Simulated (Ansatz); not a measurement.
# KAuF3 (cubic perovskite) (Pm-3m): Hubbard U and Hund's J by constrained RPA, part 2 of 2

Aim: U, U′ and J for the Au d shell of KAuF3 (cubic perovskite) (Pm-3m).

Ansatz 0.2.0; non-magnetic LDA, then constrained RPA, plane waves, PAW.

So far. Step 3 (Constrained RPA: Au d, bands v5 to v1, 4×4×4 mesh …): On the Au d shell, screening brings the on-site interaction from 12.7 eV down to U = 4.66 eV.

The structure was built from a prototype and need not be the compound's stable phase.

## (4) Constrained RPA: Au d + anion p, bands v14 to v1, 4×4×4 mesh, medium accuracy

Level of this step: constrained RPA on LDA, plane waves, PAW (Ansatz).

Input file input.yaml:

```yaml
crystal:
  lattice:
    - [0.0, -4.32778329, 0.0]
    - [0.0, 0.0, 4.32778329]
    - [-4.32778329, 0.0, 0.0]
  atoms:
    - { symbol: K, position: [0.0, 0.0, 0.0] }
    - { symbol: Au, position: [0.5, 0.5, 0.5] }
    - { symbol: F, position: [0.5, 0.5, 0.0] }
    - { symbol: F, position: [0.5, 0.0, 0.5] }
    - { symbol: F, position: [0.0, 0.5, 0.5] }
kpoints:
  mp_grid: { grid: [6, 6, 6] }
hamiltonian:
  xc: lda
scf:
  occupations: { method: gaussian, width: 0.08 }
  n_extra_bands: 19
  max_iter: 150
  lower_state_search: "off"
output:
  crpa:
    kmesh: [4, 4, 4]
    target_bands: [v14, v1]
    projections: [{ species: Au, l: d, shell: 5 }, { species: F, l: p, shell: 2 }]
  local_orbitals:
    kmesh: [8, 8, 8]
    orbitals: [{ species: Au, l: d, shell: 5 }, { species: F, l: p, shell: 2 }]
    window: { bands: [v14, v1] }
    seedname: lo
```

Run with:

```bash
$ ansatz run input.yaml --threads 4 --pin off --max-ram 9216MiB --backend cpu --events-out ev --progress --plain --runs-dir out
```

Numbers of over 12 decimals in the logs are rounded to 6 here.

Log:

```text
[...]
Crystal: 5 atoms, lattice volume = 81.058 Å³
Basis set: ecut = 420 eV, 1575 PW (Γ)
Bands: 44, of which v1, the nominal top of the filled ones, is band 25 counted from 1 (24 counted from 0)
Symmetry: 48 space group operations
[...]
k-points: 20 of 216
[...]
SCF iter   1: F=—  HF=-16742.032285 eV  |F-HF|=—  |Δ(HF+E_count)|=         —  Δρ=1.95e-2  dr2=2.23e-1  ethr=1.77e-3  ⟨swp⟩=5.8  Hψ=3991  notcnv=0  defer=157
[...]
SCF iter   8: F=-16741.966089 eV  HF=-16741.966089 eV  |F-HF|=1.22e-9  |Δ(HF+E_count)|=   4.75e-8  Δρ=2.05e-6  dr2=1.84e-9  ethr=2.04e-10  ⟨swp⟩=11.8  Hψ=4644  notcnv=0
SCF 1 converged in 8 iterations: F = -16741.966089 eV  dr2 = 1.84e-9
[...]
cRPA screening: q 1/64
cRPA screening: q 2/64
cRPA screening: q 8/64 (q-point 3)
cRPA screening: q 11/64 (q-point 6)
cRPA screening: q 17/64 (q-point 7)
cRPA screening: q 29/64 (q-point 8)
cRPA screening: q 35/64 (q-point 11)
cRPA screening: q 38/64 (q-point 22)
cRPA screening: q 40/64 (q-point 23)
cRPA screening: q 46/64 (q-point 24)
cRPA screening: q 52/64 (q-point 27)
cRPA screening: q 58/64 (q-point 28)
cRPA screening: q 64/64 (q-point 43)
SCF converged after 8 iterations
Free energy (F): -16741.966089 eV
[...]
Internal energy: -16741.953065 eV  (E = F + TS)
E sigma→0 (E₀):  -16741.959577 eV
Entropy (-TS):   -0.013024 eV (-2.605 meV/atom)
Fermi energy:    6.868736 eV
[...]
--- Band table (eV; the first three rows and the last of 20) ---
  k-point 0: bands = [... 21 lower, 3.3864, 3.3864, 4.2141, 4.2141, 7.1723, 12.6531, 12.6531, 12.9351, ... 15 higher]
  k-point 1: bands = [... 21 lower, 3.7810, 3.7810, 4.2161, 4.8321, 7.7098, 12.6381, 12.8221, 13.1816, ... 15 higher]
  k-point 2: bands = [... 21 lower, 4.2197, 4.3149, 4.3149, 5.4245, 9.1082, 12.1143, 13.1795, 14.1985, ... 15 higher]
  k-point 19: bands = [... 21 lower, 4.9963, 4.9963, 7.6763, 7.6763, 12.3520, 12.3520, 12.3520, 13.0567, ... 15 higher]
[...]
χ-basis size per q: N_G = 257..304
[...]
Each shell's averages of U are screened by what lies outside the whole window alone: parameters of one model of all the shells.
[...]
screened: U = 6.7361 eV, U' = 5.7231 eV, J = 0.5058 eV
      screened, to within: U = 1.7e-2 eV, U' = 1.7e-2 eV, J = 7.0e-4 eV
      bare: V = 16.9379 eV, V' = 15.5735 eV, J = 0.6827 eV
    Site 2, 2P, 3 of 3 p orbitals (Wannier functions 6, 7, 8; wannier90's mr 1, 2, 3):
      screened: U = 8.4433 eV, U' = 6.7450 eV, J = 0.8305 eV
      screened, to within: U = 3.4e-2 eV, U' = 3.4e-2 eV, J = 1.3e-3 eV
      bare: V = 22.1473 eV, V' = 20.0103 eV, J = 1.0512 eV
    Site 3, 2P, 3 of 3 p orbitals (Wannier functions 9, 10, 11; wannier90's mr 1, 2, 3):
      screened: U = 8.4433 eV, U' = 6.7450 eV, J = 0.8305 eV
      screened, to within: U = 3.4e-2 eV, U' = 3.4e-2 eV, J = 1.3e-3 eV
      bare: V = 22.1473 eV, V' = 20.0103 eV, J = 1.0512 eV
    Site 4, 2P, 3 of 3 p orbitals (Wannier functions 12, 13, 14; wannier90's mr 1, 2, 3):
      screened: U = 8.4433 eV, U' = 6.7450 eV, J = 0.8305 eV
      screened, to within: U = 3.4e-2 eV, U' = 3.4e-2 eV, J = 1.3e-3 eV
      bare: V = 22.1473 eV, V' = 20.0103 eV, J = 1.0512 eV
[...]
```

Wall time 3.2 min (4 threads of Arm Neoverse V2, shared host); peak memory 0.77 GiB; 12 min of CPU time.

Numbers from this step:

| Item | Value |
| --- | --- |
| U | 6.736 eV |
| U prime (inter-orbital) | 5.723 eV |
| J | 0.5058 eV |
| bare V | 16.94 eV |
| bare J | 0.6827 eV |
| stated bound on U | 0.01635 eV |
| U over bare V | 0.3977 |
| electrons in the window | 27.00 |
| head of the constrained inverse dielectric matrix | 0.3460 |
| least eigenvalue of the projection's overlap | 0.6598 |
| target functions | 14 |
| bands in the sums | 50 |
| r.m.s. miss of the model bands | 1.22e-4 eV |
| width of the target bands | 9.131 eV |
| weight of the projected orbitals in the window | 0.9683 |

On the Au d shell, screening brings the on-site interaction from 16.9 eV down to U = 6.74 eV.

Kanamori averages over each shell's functions. Crpa shells, by row:

| site | element | shell | orbitals | U (eV) | U' (eV) | J (eV) | bare V (eV) | bare V' (eV) | bare J (eV) | bound on U (eV) |
| --- | --- | --- | --- | --- | --- | --- | --- | --- | --- | --- |
| 2 | Au | 5D | 5 | 6.736 | 5.723 | 0.5058 | 16.94 | 15.57 | 0.6827 | 0.01635 |
| 3 | F | 2P | 3 | 8.443 | 6.745 | 0.8305 | 22.15 | 20.01 | 1.051 | 0.03365 |
| 4 | F | 2P | 3 | 8.443 | 6.745 | 0.8305 | 22.15 | 20.01 | 1.051 | 0.03365 |
| 5 | F | 2P | 3 | 8.443 | 6.745 | 0.8305 | 22.15 | 20.01 | 1.051 | 0.03365 |

Projected local orbitals of the target window. Electronic bands along the path, in eV, zero at the Fermi level; # counts the bands kept:

| point | #11 | #12 | #13 | #14 |
| --- | --- | --- | --- | --- |
| Γ | -3.48 | -3.48 | -2.65 | -2.65 |
| halfway | -2.80 | -2.80 | -2.65 | -1.68 |
| X | -2.65 | -2.33 | -2.33 | -1.27 |
| halfway | -2.33 | -2.16 | -2.14 | -0.15 |
| M | -2.33 | -2.07 | -1.90 | 0.81 |
| halfway | -2.78 | -2.49 | -2.22 | -0.76 |
| Γ | -3.48 | -3.48 | -2.65 | -2.65 |
| halfway | -2.46 | -2.46 | -0.77 | -0.77 |
| R | -1.87 | -1.87 | 0.81 | 0.81 |
| halfway | -2.15 | -2.12 | -0.79 | 0.07 |
| X | -2.65 | -2.33 | -2.33 | -1.27 |
| jump to R | -1.87 | -1.87 | 0.81 | 0.81 |
| halfway | -2.12 | -1.89 | -0.43 | 0.81 |
| M | -2.33 | -2.07 | -1.90 | 0.81 |

The same for Kohn-Sham, solved directly:

```
point    #11    #12    #13    #14
    Γ  -3.48  -3.48  -2.65  -2.65
    X  -2.65  -2.33  -2.33  -1.27
    M  -2.33  -2.07  -1.90   0.81
    Γ  -3.48  -3.48  -2.65  -2.65
    R  -1.87  -1.87   0.81   0.81
    X  -2.65  -2.33  -2.33  -1.27
    R  -1.87  -1.87   0.81   0.81
    M  -2.33  -2.07  -1.90   0.81
```

Onsite levels, by row:

| orbital | level less Fermi level (eV) |
| --- | --- |
| Au2 dz2 | -2.754 |
| Au2 dxz | -3.395 |
| Au2 dyz | -3.395 |
| Au2 dx2-y2 | -2.754 |
| Au2 dxy | -3.395 |
| F3 pz | -4.622 |
| F3 px | -5.857 |
| F3 py | -4.622 |
| F4 pz | -5.857 |
| F4 px | -4.622 |
| F4 py | -4.622 |
| F5 pz | -4.622 |
| F5 px | -4.622 |
| F5 py | -5.857 |

Largest distinct elements between sites. Hoppings, by row:

```csv
from,to,cell,distance (Å),t (eV)
F4 pz,Au2 dz2,0 0 0,2.164,-1.636
Au2 dx2-y2,F5 py,0 0 0,2.164,-1.417
F5 py,Au2 dz2,0 0 0,2.164,-0.8179
F5 px,Au2 dxy,0 0 0,2.164,-0.7395
F3 px,F4 pz,0 1 -1,3.06,0.3699
F5 pz,F4 pz,-1 0 0,3.06,0.1226
F5 pz,F4 py,0 1 0,3.06,-0.1092
F5 px,F5 px,1 0 0,4.328,-0.0722
F3 px,Au2 dz2,0 -1 0,4.839,0.0581
F5 py,Au2 dx2-y2,0 0 1,4.839,0.0541
F4 pz,F4 pz,1 0 0,4.328,-0.0511
F5 px,F4 px,-1 1 0,3.06,-0.0501
```

## (5) The windows together

Times are wall times on 4 threads of Arm Neoverse V2, shared host, good to a factor of about two.

```
        target   bands  functions  width (eV)  bare V (eV)  U (eV)  U′ (eV)  J (eV)   U/V     time
          Au d   v5–v1          5        4.29        12.66    4.66     3.99    0.31  0.37     66 s
Au d + anion p  v14–v1         14        9.13        16.94    6.74     5.72    0.51  0.40  3.2 min
```

## (6) Summary of results

| Quantity | Value |
| --- | --- |
| Au d | U 4.66 eV, U′ 3.99 eV, J 0.31 eV, bare V 12.7 eV |
| Au d + anion p | U 6.74 eV, U′ 5.72 eV, J 0.51 eV, bare V 16.9 eV |
| method | constrained RPA on non-magnetic LDA, 4×4×4 mesh, static; search for lower states off |

For Au d, screening cuts the on-site interaction from 12.66 eV to 4.66 eV (37 %), while J goes only from 0.43 eV to 0.31 eV: the monopole is screened far more than the multipoles. U − 2J differs from U′ by +0.05 eV, so the Kanamori relation holds well. U is 1.1 times the width of the target bands. With the window Au d + anion p U becomes 6.74 eV and the bare V 16.94 eV, so U/V goes from 0.37 to 0.40. The parent state is non-magnetic and the interaction static (zero frequency); U depends on the window and the orbitals, so it belongs to this model alone. The bands cross the Fermi level under this constraint, which need not be the crystal's state: magnetic order, correlation or a lattice distortion may open a gap. Spin-orbit coupling, which is strong for atoms this heavy, is left out. A window that holds the anion p bands defines a model with explicit ligands; its U belongs to that model and is not the U of DFT+U.

[Paths, hosts, dates, memory and timing lines, banners, echoed tables and standing remarks are left out of the program output.]

[Logs are printed without paths, hosts, clocks, repeated set-up lines and the standing remarks that a program may print on its own settings, such as how far it seeks lower states.]

[Runs of the session that timed out or met a known fault of the program may be left out.]

[Hosts, paths, dates, database ids (printed as entryN), source tags and the programs' standing remarks are cut or masked in the printed files.]
